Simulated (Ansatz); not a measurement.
## A hypothetical structure for YV3

This structure for YV3 is made up. Its elements were placed in a known structure type with a cell scaled to their sizes. What cell does the guess relax to, and how far off was it?

Calculated with Ansatz 0.2.0; DFT, PBEsol, plane-wave PAW, files of the set soft_1, scalar-relativistic, ferromagnetic start, cell and ions relaxed at zero pressure; PAW set soft_1.

## 1. The structure

Symmetry: Pm-3m, No. 221, cubic system. Conventional cell: a = 4.080 Å, b = 4.080 Å, c = 4.080 Å, α = 90.00°, β = 90.00°, γ = 90.00°. Nearest to Y lie 12 V at 2.88 Å. Nearest to V lie 4 Y at 2.88 Å and 8 V at 2.88 Å. Farther neighbours are not listed.

Structure file:

```
Y V
1.0
     4.08000    0.00000    0.00000
     0.00000    4.08000    0.00000
     0.00000    0.00000    4.08000
Y V
1 3
Direct
  0.00000 0.00000 0.00000
  0.50000 0.00000 0.50000
  0.50000 0.50000 0.00000
  0.00000 0.50000 0.50000
```

## 2. Relaxing cell and atoms

The guess takes its coordinates from another compound and its volume from a rule, so the cell and any free coordinates are relaxed together.

File input.yaml:

```yaml
crystal:
  lattice:
    - [4.08, 0.0, 0.0]
    - [0.0, 4.08, 0.0]
    - [0.0, 0.0, 4.08]
  atoms:
    - { symbol: "Y", position: [0.0, 0.0, 0.0] }
    - { symbol: V, position: [0.5, 0.0, 0.5], spin: 2.0 }
    - { symbol: V, position: [0.5, 0.5, 0.0], spin: 2.0 }
    - { symbol: V, position: [0.0, 0.5, 0.5], spin: 2.0 }
magnetization:
  spin_polarized: true
kpoints:
  mp_grid: { grid: [7, 7, 7] }
scf:
  occupations: { method: fermi_dirac, width: 0.05 }
hamiltonian:
  xc: pbesol
  pseudopotentials: { kind: paw, azcp: { folder: soft_1 }, xc_functional: pbe }
relax:
  f_tol: 0.015
  max_steps: 70
  cell: {}
output:
  forces: true
  stress: true
```

On the command line:

```
$ ansatz run input.yaml --threads 4 --pin off --max-ram 8192MiB --backend cpu --events-out ev --progress --plain --runs-dir out
```

Numbers of over 12 decimals in the logs are rounded to 6 here.

Output:

```text
Engine: ansatz 0.2.0, x86_64-unknown-linux-gnu
Pseudopotentials: kind: paw
Pseudopotential: Y, paw, valence charge 11, recommended cutoff 420 eV (normal), soft_1/Y.paw.azcp
Pseudopotential: V, paw, valence charge 13, recommended cutoff 420 eV (normal), soft_1/V.paw.azcp
Functional definition: PBEsol
  exchange = pbesol_x
  correlation = pbesol_c
Crystal: 4 atoms, lattice volume = 67.917 Å³
Basis set: ecut = 420 eV, 1357 PW (Γ), exchange–correlation on 60×60×60 points (8 copies of the dense FFT grid, shifted against one another)
Bands: 34, of which v1, the nominal top of the filled ones, is band 25 counted from 1 (24 counted from 0)
Symmetry: 48 space group operations
Space group: Pm-3m (ITA 221), of the structure as read, at distance tolerance 4.1e-5 Å
Magnetic group: BNS 221.92 (UNI 1594), of the structure as read, at distance tolerance 4.1e-5 Å
k-points: 20 of 343
Non-local potential: Y, projectors of the file, l = 0: 3, l = 1: 2, l = 2: 2, l = 3: 1
Non-local potential: V, projectors of the file, l = 0: 3, l = 1: 2, l = 2: 3, l = 3: 1
PAW form: soft (Blöchl's): semilocal exchange-correlation on the pseudo side does not see the compensation charge
PAW frozen core: Y, regenerated for the run's functional, and the local potential with it (the file was generated under x = pbe(κ = 0.804, μ = 0.219515), c = pbe(β = 0.066725))
PAW frozen core: V, regenerated for the run's functional, and the local potential with it (the file was generated under x = pbe(κ = 0.804, μ = 0.219515), c = pbe(β = 0.066725))
PAW one-centre angular grid: Y, 590 points (default); XC on 64 Gauss nodes
PAW one-centre angular grid: V, 590 points (default); XC on 64 Gauss nodes
Initial density: superposition of atomic densities (chi_scale 0.1, normalization cell)
Starting moments: Σ|m| = 6 μB on 3 of 4 sites
Initial wavefunctions: pseudopotential atomic-orbital guess
Functional: x = pbesol(κ = 0.804, μ = 0.123457), c = pbesol(β = 0.046)
SCF iter   1: F=—  HF=-12448.412780 eV  |F-HF|=—  |Δ(HF+E_count)|=         —  Δρ=6.99e-2 (↑6.99e-2 ↓1.41e-2)  dr2=3.50e0  dr2_m=8.95e-1  M=4.608 μB ∫|m|=4.614 μB  β_m=0.30  ethr=3.10e-3  ⟨swp⟩=4.1  Hψ=4319  notcnv=0
Mixer restart at iter 1: flushing history
preconditioner: auto → Kerker (q_TF=auto, 2.593 Å⁻¹)  [metal: Δε(μ)=0.005 eV  Ē_g=8.542 eV  σ=0.050 eV  W_gap=0.02  n_scr=18 (ndim 8)  ℏωp=22.1 eV  f_vac=0.000  D(μ)=6.65/eV (n_scr^D=80)]
spin=Collinear: Kerker preconditioning applied to the charge; magnetization (m = ρ↑ − ρ↓) channel mixes plain (no charge-response kernel on spin).
SCF iter   2: F=—  HF=-12447.012631 eV  |F-HF|=—  |Δ(HF+E_count)|=    1.40e0  Δρ=3.73e-2 (↑3.73e-2 ↓1.87e-2)  dr2=5.52e-1  dr2_m=4.18e-1  M=4.510 μB ∫|m|=4.518 μB  β_m=0.44  ethr=3.10e-3  ⟨swp⟩=2.2  Hψ=2370  notcnv=0  defer=37
SCF iter   3: F=—  HF=-12447.310129 eV  |F-HF|=—  |Δ(HF+E_count)|=   2.97e-1  Δρ=1.81e-2 (↑1.25e-2 ↓1.81e-2)  dr2=1.12e-1  dr2_m=1.22e-1  M=4.244 μB ∫|m|=4.252 μB  β_m=0.72  ethr=1.10e-3  ⟨swp⟩=2.1  Hψ=1998  notcnv=0  defer=37
SCF iter   4: F=—  HF=-12448.201085 eV  |F-HF|=—  |Δ(HF+E_count)|=         —  Δρ=3.85e-2 (↑3.85e-2 ↓3.57e-2)  dr2=1.55e-2  dr2_m=8.54e-1  M=1.657 μB ∫|m|=1.675 μB  β_m=1.00  ethr=2.24e-4  ⟨swp⟩=2.6  Hψ=2859  notcnv=0  defer=31
Mixer restart at iter 4: flushing history
SCF iter   5: F=—  HF=-12448.090943 eV  |F-HF|=—  |Δ(HF+E_count)|=   1.10e-1  Δρ=1.45e-2 (↑1.45e-2 ↓1.28e-2)  dr2=7.23e-3  dr2_m=1.15e-1  M=0.860 μB ∫|m|=0.870 μB  β_m=0.72  ethr=1.00e-4  ⟨swp⟩=2.1  Hψ=2489  notcnv=0  defer=29
SCF iter   6: F=—  HF=-12448.104699 eV  |F-HF|=—  |Δ(HF+E_count)|=   1.38e-2  Δρ=9.89e-3 (↑9.89e-3 ↓9.24e-3)  dr2=1.84e-3  dr2_m=5.65e-2  M=0.521 μB ∫|m|=0.530 μB  β_m=0.55  ethr=1.45e-5  ⟨swp⟩=2.1  Hψ=1857  notcnv=0  defer=20
SCF iter   7: F=—  HF=-12448.106394 eV  |F-HF|=—  |Δ(HF+E_count)|=   1.70e-3  Δρ=2.99e-3 (↑2.42e-3 ↓2.99e-3)  dr2=3.60e-4  dr2_m=4.54e-3  M=0.126 μB ∫|m|=0.131 μB  β_m=0.93  ethr=3.68e-6  ⟨swp⟩=2.1  Hψ=2472  notcnv=0  defer=20
SCF iter   8: F=—  HF=-12448.106082 eV  |F-HF|=—  |Δ(HF+E_count)|=   3.12e-4  Δρ=1.31e-3 (↑1.31e-3 ↓3.77e-4)  dr2=1.48e-3  dr2_m=2.32e-4  M=0.030 μB ∫|m|=0.031 μB  β_m=0.73  ethr=7.20e-7  ⟨swp⟩=2.2  Hψ=2654  notcnv=0  defer=14
SCF iter   9: F=—  HF=-12448.106464 eV  |F-HF|=—  |Δ(HF+E_count)|=   3.82e-4  Δρ=1.54e-4 (↑1.54e-4 ↓1.40e-4)  dr2=3.72e-5  dr2_m=4.71e-6  M=-0.007 μB ∫|m|=0.007 μB  β_m=0.74  ethr=7.20e-7  ⟨swp⟩=2.0  Hψ=2396  notcnv=0  defer=14
SCF iter  10: F=—  HF=-12448.106460 eV  |F-HF|=—  |Δ(HF+E_count)|=   3.34e-6  Δρ=4.49e-5 (↑3.22e-5 ↓4.49e-5)  dr2=2.32e-6  dr2_m=1.97e-7  M=-0.002 μB ∫|m|=0.002 μB  β_m=0.87  ethr=7.45e-8  ⟨swp⟩=2.0  Hψ=1697  notcnv=0  defer=13
SCF iter  11: F=—  HF=-12448.106463 eV  |F-HF|=—  |Δ(HF+E_count)|=   2.41e-6  Δρ=1.70e-5 (↑1.45e-5 ↓1.70e-5)  dr2=5.43e-8  dr2_m=1.28e-7  M=-0.001 μB ∫|m|=0.001 μB  β_m=0.94  ethr=4.65e-9  ⟨swp⟩=2.0  Hψ=1734  notcnv=0  defer=13
SCF iter  12: F=—  HF=-12448.106463 eV  |F-HF|=—  |Δ(HF+E_count)|=   7.72e-8  Δρ=2.01e-6 (↑2.01e-6 ↓1.68e-6)  dr2=6.05e-10  dr2_m=1.93e-9  M=-0.000 μB ∫|m|=0.000 μB  β_m=0.97  ethr=1.09e-10  ⟨swp⟩=2.7  Hψ=2383  notcnv=0  defer=13
SCF iter  13: F=—  HF=-12448.106463 eV  |F-HF|=—  |Δ(HF+E_count)|=  3.69e-10  Δρ=2.92e-7 (↑2.56e-7 ↓2.92e-7)  dr2=7.53e-11  dr2_m=2.71e-11  M=-0.000 μB ∫|m|=0.000 μB  β_m=0.98  ethr=1.21e-12  ⟨swp⟩=2.3  Hψ=2018  notcnv=0  defer=13
SCF iter  14: F=-12448.106463 eV  HF=-12448.106463 eV  |F-HF|=7.28e-12  |Δ(HF+E_count)|=  8.91e-11  Δρ=8.11e-8 (↑7.97e-8 ↓8.11e-8)  dr2=1.49e-11  dr2_m=1.24e-12  M=-0.000 μB ∫|m|=0.000 μB  ethr=1.00e-12  ⟨swp⟩=1.0  Hψ=2917  notcnv=0
WARN: the starting moments were not kept: the SCF closed with an absolute magnetisation of 7.3e-6 μB, where they sum to 6 μB in size (3 sites). That is at most 0.1 of that sum. Measured as dr2_m measures the in/out step, that magnetisation stands 5.1e-12 eV from none, at or under the dr2_threshold of 1.0e-7 eV: it is no larger than a step whose dr2_m would equal this threshold. The system may hold no moment; this SCF [...]
SCF 1 converged in 14 iterations: F = -12448.106463 eV  dr2 = 1.49e-11
  greatest PAW one-centre occupation: 1.000 electrons in one spin orbital (limit 2), on the V atom at site 2 (counted from 0), in its partial waves of l = 0
relax step   1: F+E_penalty+E_count = -12448.10646270 eV  Δ(F+E_penalty+E_count) = +0.000e0 eV  max|allowed force component| = 4.592e-29 eV/Å  Δτ_max = 0.0000 Å  P = -2.162 GPa  Ω = 67.917 Å³  (14 SCF iters, dr2 threshold 1.00e-7 eV, accepted)
Crystal: 4 atoms, lattice volume = 65.224 Å³
[...]
SCF iter   9: F=—  HF=-12448.115970 eV  |F-HF|=—  |Δ(HF+E_count)|=   3.42e-7  Δρ=2.22e-6 (↑1.11e-6 ↓2.22e-6)  dr2=1.05e-8  dr2_m=3.18e-10  M=0.000 μB ∫|m|=0.000 μB  β_m=0.91  ethr=1.96e-10  ⟨swp⟩=2.0  Hψ=1770  notcnv=0
SCF iter  10: F=—  HF=-12448.115970 eV  |F-HF|=—  |Δ(HF+E_count)|=   4.75e-8  Δρ=6.68e-7 (↑2.15e-7 ↓6.68e-7)  dr2=5.80e-10  dr2_m=6.05e-11  M=0.000 μB ∫|m|=0.000 μB  β_m=0.92  ethr=2.10e-11  ⟨swp⟩=2.5  Hψ=2004  notcnv=0
SCF iter  11: F=—  HF=-12448.115970 eV  |F-HF|=—  |Δ(HF+E_count)|=   2.13e-9  Δρ=1.21e-7 (↑6.83e-8 ↓1.21e-7)  dr2=2.67e-11  dr2_m=1.94e-12  M=-0.000 μB ∫|m|=0.000 μB  β_m=0.90  ethr=1.16e-12  ⟨swp⟩=2.0  Hψ=2220  notcnv=0
SCF iter  12: F=-12448.115970 eV  HF=-12448.115970 eV  |F-HF|=0.00e0  |Δ(HF+E_count)|=  7.09e-11  Δρ=3.11e-8 (↑3.11e-8 ↓2.62e-8)  dr2=2.50e-12  dr2_m=5.98e-14  M=-0.000 μB ∫|m|=0.000 μB  ethr=1.00e-12  ⟨swp⟩=2.1  Hψ=3916  notcnv=0
the starting moments were not kept: the SCF closed with an absolute magnetisation of 1.2e-6 μB, where they sum to 6 μB in size (3 sites). That is at most 0.1 of that sum. Measured as dr2_m measures the in/out step, that magnetisation stands 1.6e-13 eV from none, at or under the dr2_threshold of 4.0e-11 eV: it is no larger than a step whose dr2_m would equal this threshold.
SCF 3 converged in 12 iterations: F = -12448.115970 eV  dr2 = 2.50e-12
  greatest PAW one-centre occupation: 1.000 electrons in one spin orbital (limit 2), on the V atom at site 1 (counted from 0), in its partial waves of l = 0
relax step   3: F+E_penalty+E_count = -12448.11596963 eV  Δ(F+E_penalty+E_count) = -9.507e-3 eV  max|allowed force component| = 1.118e-28 eV/Å  Δτ_max = 0.0000 Å  P = -0.063 GPa  Ω = 66.651 Å³  energy of the carried Pulay correction = +5.945e-4 eV  (12 SCF iters, accepted)
[...]
relax step   4: F+E_penalty+E_count = -12448.11599379 eV  Δ(F+E_penalty+E_count) = -2.416e-5 eV  max|allowed force component| = 1.995e-29 eV/Å  Δτ_max = 0.0000 Å  P = -0.001 GPa  Ω = 66.615 Å³  energy of the carried Pulay correction = +6.115e-4 eV  (7 SCF iters, dr2 threshold 9.92e-9 eV, accepted)
Initial wavefunctions: pseudopotential atomic-orbital guess (no wavefunctions were taken with the density)
iter 1 solved again at ethr=3.30e-8 eV; its pass at ethr=3.10e-3 eV (dr2=1.65e-5 eV) is discarded
SCF iter   1: F=—  HF=-12448.115378 eV  |F-HF|=—  |Δ(HF+E_count)|=         —  Δρ=1.32e-5 (↑1.32e-5 ↓1.30e-5)  dr2=2.74e-7  dr2_m=2.39e-11  M=0.000 μB ∫|m|=0.000 μB  β_m=0.65  ethr=3.30e-8  ⟨swp⟩=3.1  Hψ=7930  notcnv=0
preconditioner: auto → none  [metal: Δε(μ)=0.015 eV  Ē_g=7.819 eV  σ=0.050 eV  W_gap=0.07  n_scr=6 (ndim 8)  ℏωp=22.3 eV  f_vac=0.000  D(μ)=6.42/eV (n_scr^D=80)]
SCF iter   2: F=—  HF=-12448.115373 eV  |F-HF|=—  |Δ(HF+E_count)|=   4.21e-6  Δρ=9.20e-6 (↑9.09e-6 ↓9.20e-6)  dr2=3.52e-7  dr2_m=7.62e-12  M=0.000 μB ∫|m|=0.000 μB  β_m=0.37  ethr=5.48e-10  ⟨swp⟩=2.0  Hψ=1886  notcnv=0
SCF iter   3: F=—  HF=-12448.115374 eV  |F-HF|=—  |Δ(HF+E_count)|=   4.22e-7  Δρ=4.47e-6 (↑4.47e-6 ↓4.41e-6)  dr2=9.36e-9  dr2_m=6.88e-12  M=0.000 μB ∫|m|=0.000 μB  β_m=0.46  ethr=5.48e-10  ⟨swp⟩=2.4  Hψ=2035  notcnv=0
SCF iter   4: F=—  HF=-12448.115374 eV  |F-HF|=—  |Δ(HF+E_count)|=   1.34e-7  Δρ=1.47e-6 (↑1.43e-6 ↓1.47e-6)  dr2=4.95e-9  dr2_m=1.76e-12  M=0.000 μB ∫|m|=0.000 μB  β_m=0.51  ethr=1.87e-11  ⟨swp⟩=2.8  Hψ=2436  notcnv=0
SCF iter   5: F=—  HF=-12448.115374 eV  |F-HF|=—  |Δ(HF+E_count)|=   5.62e-8  Δρ=9.61e-7 (↑9.28e-7 ↓9.61e-7)  dr2=3.25e-9  dr2_m=7.51e-13  M=0.000 μB ∫|m|=0.000 μB  β_m=0.76  ethr=9.90e-12  ⟨swp⟩=2.2  Hψ=1854  notcnv=0
SCF iter   6: F=—  HF=-12448.115374 eV  |F-HF|=—  |Δ(HF+E_count)|=   4.32e-8  Δρ=2.43e-7 (↑2.31e-7 ↓2.43e-7)  dr2=2.12e-10  dr2_m=3.19e-14  M=0.000 μB ∫|m|=0.000 μB  β_m=0.79  ethr=6.50e-12  ⟨swp⟩=2.0  Hψ=2194  notcnv=0
SCF iter   7: F=—  HF=-12448.115374 eV  |F-HF|=—  |Δ(HF+E_count)|=   1.74e-9  Δρ=4.37e-8 (↑3.84e-8 ↓4.37e-8)  dr2=5.57e-12  dr2_m=7.19e-15  M=0.000 μB ∫|m|=0.000 μB  β_m=0.88  ethr=1.00e-12  ⟨swp⟩=2.0  Hψ=1768  notcnv=0
SCF iter   8: F=-12448.115374 eV  HF=-12448.115374 eV  |F-HF|=1.82e-12  |Δ(HF+E_count)|=  3.82e-11  Δρ=6.19e-9 (↑5.57e-9 ↓6.19e-9)  dr2=9.41e-14  dr2_m=2.24e-16  M=0.000 μB ∫|m|=0.000 μB  ethr=1.00e-12  ⟨swp⟩=2.2  Hψ=3659  notcnv=0
the starting moments were not kept: the SCF closed with an absolute magnetisation of 8.2e-8 μB, where they sum to 6 μB in size (3 sites). That is at most 0.1 of that sum. Measured as dr2_m measures the in/out step, that magnetisation stands 1.1e-15 eV from none, at or under the dr2_threshold of 4.0e-11 eV: it is no larger than a step whose dr2_m would equal this threshold.
SCF 5 converged in 8 iterations: F = -12448.115374 eV  dr2 = 9.41e-14
relax step   5: F+E_penalty+E_count = -12448.11537396 eV  Δ(F+E_penalty+E_count) = +6.198e-4 eV  max|allowed force component| = 1.726e-29 eV/Å  Δτ_max = 0.0000 Å  P = -0.005 GPa  Ω = 66.615 Å³  stress off target by 5.15e-3 GPa  SCF on the basis re-selected at this cell (its energy is not comparable with the rows above)  (8 SCF iters)
basis re-selected at this cell: Δ(F+E_penalty+E_count) = +6.198e-4 eV, ΔP = -0.004 GPa vs the last step (what re-selecting the basis moved, of the pressure what is left beyond the Pulay correction that the steps carried, after the strain that the cell walked since its last selection, with what the two solves' SCF thresholds leave and, on support functions, any second-order correction that the steps lacked; it is no m [...]
SCF converged after 8 iterations
Magnetization: 0.0000 μB (25.0000 up, 25.0000 down)
Absolute magnetization: 0.0000 μB (∫|ρ↑−ρ↓|, with the PAW one-centre terms)
Spin contamination: 0.0000 ħ² per cell (⟨S²⟩ above its minimum at these occupations)
Per-site moments (μB) at R_I (Å): [(1.7612790879891626e-9, 1.182408), (2.303280397382077e-8, 1.182408), (2.30328037791004e-8, 1.182408), (2.303280398179466e-8, 1.182408)]
Free energy (F): -12448.115374 eV
Harris-Foulkes:  -12448.115374 eV  (|F-HF|=1.82e-12)
Internal energy: -12448.061078 eV  (E = F + TS)
E sigma→0 (E₀):  -12448.088226 eV
Entropy (-TS):   -0.054296 eV (-13.574 meV/atom)
Fermi energy:    14.742849 eV
--- Per-component energies (eV) ---
  E_band       = -562.333043
  E_kinetic    = 1205.927852
  E_local      = -3770.584982  (includes V_loc(G=0)·N_el)
  E_nonlocal   = 279.342003
  E_hartree    = 1518.169425
  E_xc         = -520.107178
  E_vxc        = -640.515941  (∫ρ·V_xc dr)
  E_paw        = -6059.957903  (= ΣΔE_a)
  E_vpaw       = -672.843686  (= ΣTr[D̂ρ^β])
  E_aug_tail   = 0.002875  (compensation charges beyond the density's cutoff)
  E_ewald      = -5101.450981
  E_core_change = 0.597811  (= ΣΔE_core)
  E_smearing   = -0.054296  (= −TS)
  E_closure    = -0.000000  (closes the sum)
  Σ components = -12448.115374   (vs F -12448.115374, Δ=0.00e0)
--- Forces (eV/Å), atoms counted from 1 ---
  atom   1  Y     -0.00000000    -0.00000000     0.00000000
  atom   2  V     -0.00000000    -0.00000000     0.00000000
  atom   3  V     -0.00000000    -0.00000000     0.00000000
  atom   4  V      0.00000000    -0.00000000     0.00000000
  max |Σ_I F_I| component: 3.19e-29 eV/Å
--- Stress (GPa, compression-positive) ---
       -0.005155      -0.000000      -0.000000
       -0.000000      -0.005155      -0.000000
       -0.000000      -0.000000      -0.005155
  P = ⅓ Tr σ = -0.0052 GPa (-0.052 kbar)
--- Relaxed structure (4 steps of the walk, 3 accepted, 1 SCFs on fresh bases) ---
  F+E_penalty+E_count = -12448.11537396 eV   max|allowed force component| = 1.726e-29 eV/Å   (the final SCF, on the basis selected at the relaxed cell)
  cell:  # Å, volume = 66.6155 Å³
    - [4.053763, 0, 0]
    - [0, 4.053763, 0]
    - [0, 0.0, 4.053763]
  atoms:
    - { symbol: Y, position: [0, 0, 0] }
    - { symbol: V, position: [0.5, 0, 0.5] }
    - { symbol: V, position: [0.5, 0.5, 0] }
    - { symbol: V, position: [0, 0.5, 0.5] }
```

The job ended after 15 s (4 threads of Intel Xeon Platinum 8375C at 2.90GHz (Ice Lake), shared host; peak memory 0.52 GiB).

Step by step:

```tsv
step	energy less that of the first step (eV)	largest force component (eV/Å)	pressure (GPa)	volume (Å³)
1	0.0000	0.0000	-2.16	67.92
2	0.0006	0.0000	2.54	65.22
3	-0.0095	0.0000	-0.06	66.65
4	-0.0095	0.0000	0.00	66.62
5*	-0.0089	0.0000	-0.01	66.62
```

Relaxation steps marked * repeat the geometry before them on a plane-wave basis chosen anew for their cell, so energy and pressure can jump there. Relaxation step 2 was tried and not accepted.

Forces are held to the 48 operations that the run works with; a distortion that breaks them can't arise in this run.

```tsv
conventional cell, symmetrised	before	after	change
a (Å)	4.080	4.054	-0.6 %
b (Å)	4.080	4.054	-0.6 %
c (Å)	4.080	4.054	-0.6 %
volume (Å³/atom)	16.98	16.65	-1.9 %
```

Final coordinates:

```xyz
4
Lattice="4.0538 0.0000 0.0000 0.0000 4.0538 0.0000 0.0000 0.0000 4.0538" Properties=species:S:1:pos:R:3 pbc="T T T"
Y     0.0000    0.0000    0.0000
V     2.0269    0.0000    2.0269
V     2.0269    2.0269    0.0000
V     0.0000    2.0269    2.0269
```

Numbers from this step:

```yaml
free_energy: -12448.1154 eV
energy_at_zero_smearing: -12448.0882 eV
smearing_term_ts: 0.05430 eV
fermi_energy: 14.74 eV
electrons: 50
symmetry_operations: 48
pressure: -0.005155 GPa
```

Shortest distances by pair of elements, guess and relaxed (not always the same contact):

```tsv
pair	guess (Å)	relaxed (Å)
V–Y	2.885	2.866
V–V	2.885	2.866
Y–Y	4.080	4.054
```

The relaxation ends with a pressure of -0.01 GPa. No moment survives the cycle: this start ends non-magnetic.

## 3. Summary of results

| Quantity | Value |
| --- | --- |
| space group, relaxed | Pm-3m |
| conventional cell | a = 4.054, b = 4.054, c = 4.054 Å; α = 90.0°, β = 90.0°, γ = 90.0° |
| volume per atom | 16.65 Å³ (guess 16.98) |
| total moment | 0.00 μB in the cell of 4 atoms |

YV3 relaxes to Pm-3m with a = 4.054, b = 4.054 and c = 4.054 Å. The guessed volume was 2 % too large. The space group Pm-3m was held in the relaxation, so the end point is a stationary structure within it and may be a saddle against distortions or other arrangements. The moments died out from this one start and weren't seeded again at the relaxed cell. Mesh and cutoff weren't tested. No dispersion term is used, so weakly bound directions may come out too long. Nothing here tests whether the compound is stable against decomposition.

[Logs are printed without paths, hosts, clocks, repeated set-up lines and the standing remarks that a program may print on its own settings, such as how far it seeks lower states.]

[Hosts, paths, dates, database ids (printed as entryN), source tags and the programs' standing remarks are cut or masked in the printed files.]
